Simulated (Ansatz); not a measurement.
# LaInO3 (Pnma): the r2SCAN gap against the k mesh of the density

Aim: see how gap, energy and time of LaInO3 (Pnma) follow the k mesh of the density.

Method: DFT, r2SCAN, plane waves, PAW, in Ansatz 0.2.0.

The raw output is cut from this account; settings, times and results stay.

## 1. Set-up

The structure is orthorhombic, space group Pnma (No. 62). Conventional cell: a = 5.940 Å, b = 8.216 Å, c = 5.723 Å, α = 90.00°, β = 90.00°, γ = 90.00°. Nearest to La lie 8 O at 2.38 to 2.94 Å. Nearest to In lie 6 O at 2.16 to 2.17 Å. Nearest to O lie 2 In at 2.17 Å and 2 La at 2.38 to 2.50 Å. Nearest to O lie 2 In at 2.16 to 2.17 Å and 3 La at 2.40 to 2.94 Å. Farther neighbours, and contacts between anions beyond the nearest, are not listed.

Geometry: measured cell, ions relaxed with r2SCAN. The runs that relaxed it are not among those shown. The default PAW set here is soft_2. Its files were made with PBE.

## 2. k mesh of the density: 2×2×2

File input.yaml:

```yaml
crystal:
  lattice:
    - [5.9404, 0.0, 0.0]
    - [0.0, 8.2158, 0.0]
    - [0.0, 0.0, 5.7229]
  atoms:
    - { symbol: La, position: [0.9463878522, 0.25, 0.0153056097] }
    - { symbol: La, position: [0.5536121478, 0.75, 0.5153056097] }
    - { symbol: La, position: [0.4463878522, 0.25, 0.4846943903] }
    - { symbol: La, position: [0.0536121478, 0.75, 0.9846943903] }
    - { symbol: In, position: [0.0, 0.0, 0.5] }
    - { symbol: In, position: [0.5, 0.0, 0.0] }
    - { symbol: In, position: [0.5, 0.5, 0.0] }
    - { symbol: In, position: [0.0, 0.5, 0.5] }
    - { symbol: O, position: [0.0443817441, 0.25, 0.6126999622] }
    - { symbol: O, position: [0.4556182559, 0.75, 0.1126999622] }
    - { symbol: O, position: [0.5443817441, 0.25, 0.8873000378] }
    - { symbol: O, position: [0.9556182559, 0.75, 0.3873000378] }
    - { symbol: O, position: [0.1980525852, 0.0593550042, 0.1955759518] }
    - { symbol: O, position: [0.3019474148, 0.9406449958, 0.6955759518] }
    - { symbol: O, position: [0.6980525852, 0.4406449958, 0.3044240482] }
    - { symbol: O, position: [0.8019474148, 0.5593550042, 0.8044240482] }
    - { symbol: O, position: [0.8019474148, 0.9406449958, 0.8044240482] }
    - { symbol: O, position: [0.6980525852, 0.0593550042, 0.3044240482] }
    - { symbol: O, position: [0.3019474148, 0.5593550042, 0.6955759518] }
    - { symbol: O, position: [0.1980525852, 0.4406449958, 0.1955759518] }
kpoints:
  mp_grid: { grid: [2, 2, 2] }
  band_path:
    path:
      - [0.0, 0.0, 0.0]
      - [0.5, 0.0, 0.0]
      - [0.5, 0.5, 0.0]
      - [0.0, 0.5, 0.0]
      - [0.0, 0.0, 0.5]
      - [0.5, 0.0, 0.5]
      - [0.5, 0.5, 0.5]
      - [0.0, 0.5, 0.5]
    npoints: 1
hamiltonian:
  xc: r2scan
scf:
  occupations: { method: fixed }
  n_extra_bands: 10
output:
  eigenvalues: true
```

Launch:

```sh
> ansatz run input.yaml --threads 24 --pin off --max-ram 82944MiB --backend cuda --events-out ev --progress --plain --runs-dir out --devices 1 --max-vram 78GiB
```

The job ended after 1.4 s (1 × NVIDIA GB200 (shared by 2 runs) with 24 threads of Arm Neoverse V2, shared host; peak memory 1.3 GiB).

Read from the output:

```yaml
gap: 3.554 eV
valence_top_at: Γ
conduction_bottom_at: Γ
least_direct_gap: 3.554 eV
```

The gap is direct, at Γ.

## 3. k mesh of the density: 4×4×4 (the default)

input.yaml, as its differences from that of step 2:

```diff
@@ -27,14 +27,10 @@
 kpoints:
-  mp_grid: { grid: [2, 2, 2] }
+  mp_grid: { grid: [4, 4, 4] }
   band_path:
     path:
-      - [0.0, 0.0, 0.0]
-      - [0.5, 0.0, 0.0]
-      - [0.5, 0.5, 0.0]
-      - [0.0, 0.5, 0.0]
-      - [0.0, 0.0, 0.5]
-      - [0.5, 0.0, 0.5]
-      - [0.5, 0.5, 0.5]
-      - [0.0, 0.5, 0.5]
-    npoints: 1
+      - [[0.0, 0.0, 0.0], [0.5, 0.0, 0.0], [0.5, 0.5, 0.0], [0.0, 0.5, 0.0], [0.0, 0.0, 0.0], [0.0, 0.0, 0.5], [0.5, 0.0, 0.5], [0.5, 0.5, 0.5], [0.0, 0.5, 0.5], [0.0, 0.0, 0.5]]
+      - [[0.5, 0.0, 0.0], [0.5, 0.0, 0.5]]
+      - [[0.0, 0.5, 0.0], [0.0, 0.5, 0.5]]
+      - [[0.5, 0.5, 0.0], [0.5, 0.5, 0.5]]
+    npoints: 10
 hamiltonian:
@@ -42,3 +38,3 @@
 scf:
-  occupations: { method: fixed }
+  occupations: { method: fermi_dirac, width: 0.02 }
   n_extra_bands: 10
```

Elapsed: 4.7 s, on 1 × NVIDIA GB200 (shared by 2 runs) with 24 threads; peak memory 1.3 GiB.

This step gave:

```
gap                  : 3.556 eV
valence top at       : Γ
conduction bottom at : Γ
least direct gap     : 3.556 eV
```

The gap is 3.556 eV, +0.001 eV from the run before at this level.

## 4. k mesh of the density: 6×4×6

input.yaml, as its differences from that of step 3:

```diff
@@ -27,10 +27,14 @@
 kpoints:
-  mp_grid: { grid: [4, 4, 4] }
+  mp_grid: { grid: [6, 4, 6] }
   band_path:
     path:
-      - [[0.0, 0.0, 0.0], [0.5, 0.0, 0.0], [0.5, 0.5, 0.0], [0.0, 0.5, 0.0], [0.0, 0.0, 0.0], [0.0, 0.0, 0.5], [0.5, 0.0, 0.5], [0.5, 0.5, 0.5], [0.0, 0.5, 0.5], [0.0, 0.0, 0.5]]
-      - [[0.5, 0.0, 0.0], [0.5, 0.0, 0.5]]
-      - [[0.0, 0.5, 0.0], [0.0, 0.5, 0.5]]
-      - [[0.5, 0.5, 0.0], [0.5, 0.5, 0.5]]
-    npoints: 10
+      - [0.0, 0.0, 0.0]
+      - [0.5, 0.0, 0.0]
+      - [0.5, 0.5, 0.0]
+      - [0.0, 0.5, 0.0]
+      - [0.0, 0.0, 0.5]
+      - [0.5, 0.0, 0.5]
+      - [0.5, 0.5, 0.5]
+      - [0.0, 0.5, 0.5]
+    npoints: 1
 hamiltonian:
@@ -38,3 +42,3 @@
 scf:
-  occupations: { method: fermi_dirac, width: 0.02 }
+  occupations: { method: fixed }
   n_extra_bands: 10
```

It took 3.5 s on 1 × NVIDIA GB200 (shared by 2 runs) with 24 threads; peak memory 1.3 GiB.

Numbers from this step:

```
gap                  : 3.556 eV
valence top at       : Γ
conduction bottom at : Γ
least direct gap     : 3.556 eV
```

The gap is 3.556 eV, as in the run before at this level.

## 5. The series

Differences are against the last row; a negative gap means that bands overlap, and a run with a band path holds that path's time. Times are wall times on 1 × NVIDIA GB200 (shared by 2 runs) with 24 threads of Arm Neoverse V2, shared host, good to a factor of about two.

| k mesh of the density | gap (eV) | direct gap (eV) | gap error (eV) | energy error (meV/atom) | irreducible k | time |
| --- | --- | --- | --- | --- | --- | --- |
| 2×2×2 | 3.554 | 3.554 | −0.001 | +1.7 | 8 | 1.4 s |
| 4×4×4 | 3.556 | 3.556 | +0.000 | +0.0 | 27 | 4.7 s |
| 6×4×6 | 3.556 | 3.556 | +0.000 | +0.0 | 48 | 3.5 s |

## 6. Results

```
2×2×2 : 3.554 eV
4×4×4 : 3.556 eV
6×4×6 : 3.556 eV
```

**Reading.** The gap holds to 0.02 eV from 2×2×2 on, the cheapest setting tried. At 2×2×2 the gap is off by −0.001 eV and the energy by +2 meV/atom. The gap is read over the mesh and added points near the edges, so meshes differ mainly through the density and, for a hybrid, the exchange operator.

[Long decimals in the printed logs are rounded to 6 places.]

[Logs are printed without paths, hosts, clocks, repeated set-up lines and the standing remarks that a program may print on its own settings, such as how far it seeks lower states.]

[Paths, hosts, dates, memory and timing lines, banners, echoed tables and standing remarks are left out of the program output; an Ansatz launch command may be rebuilt from the run's recorded settings. Measured values are a selection of at most five: reports struck by readers or far from the other reports are left out. None is set beside runs whose start may be inverted or whose files or cutoffs have a known fault.]

[Runs of the session that timed out or met a known fault of the program may be left out.]

[Cells called generated may have been cut or substituted from an entry of the Crystallography Open Database or the Materials Project.]

[Hosts, paths, dates, database ids (printed as entryN), source tags and the programs' standing remarks are cut or masked in the printed files.]

[Where the starting crystal was built by hand or by swapping elements, it need not be the compound's stable phase.]
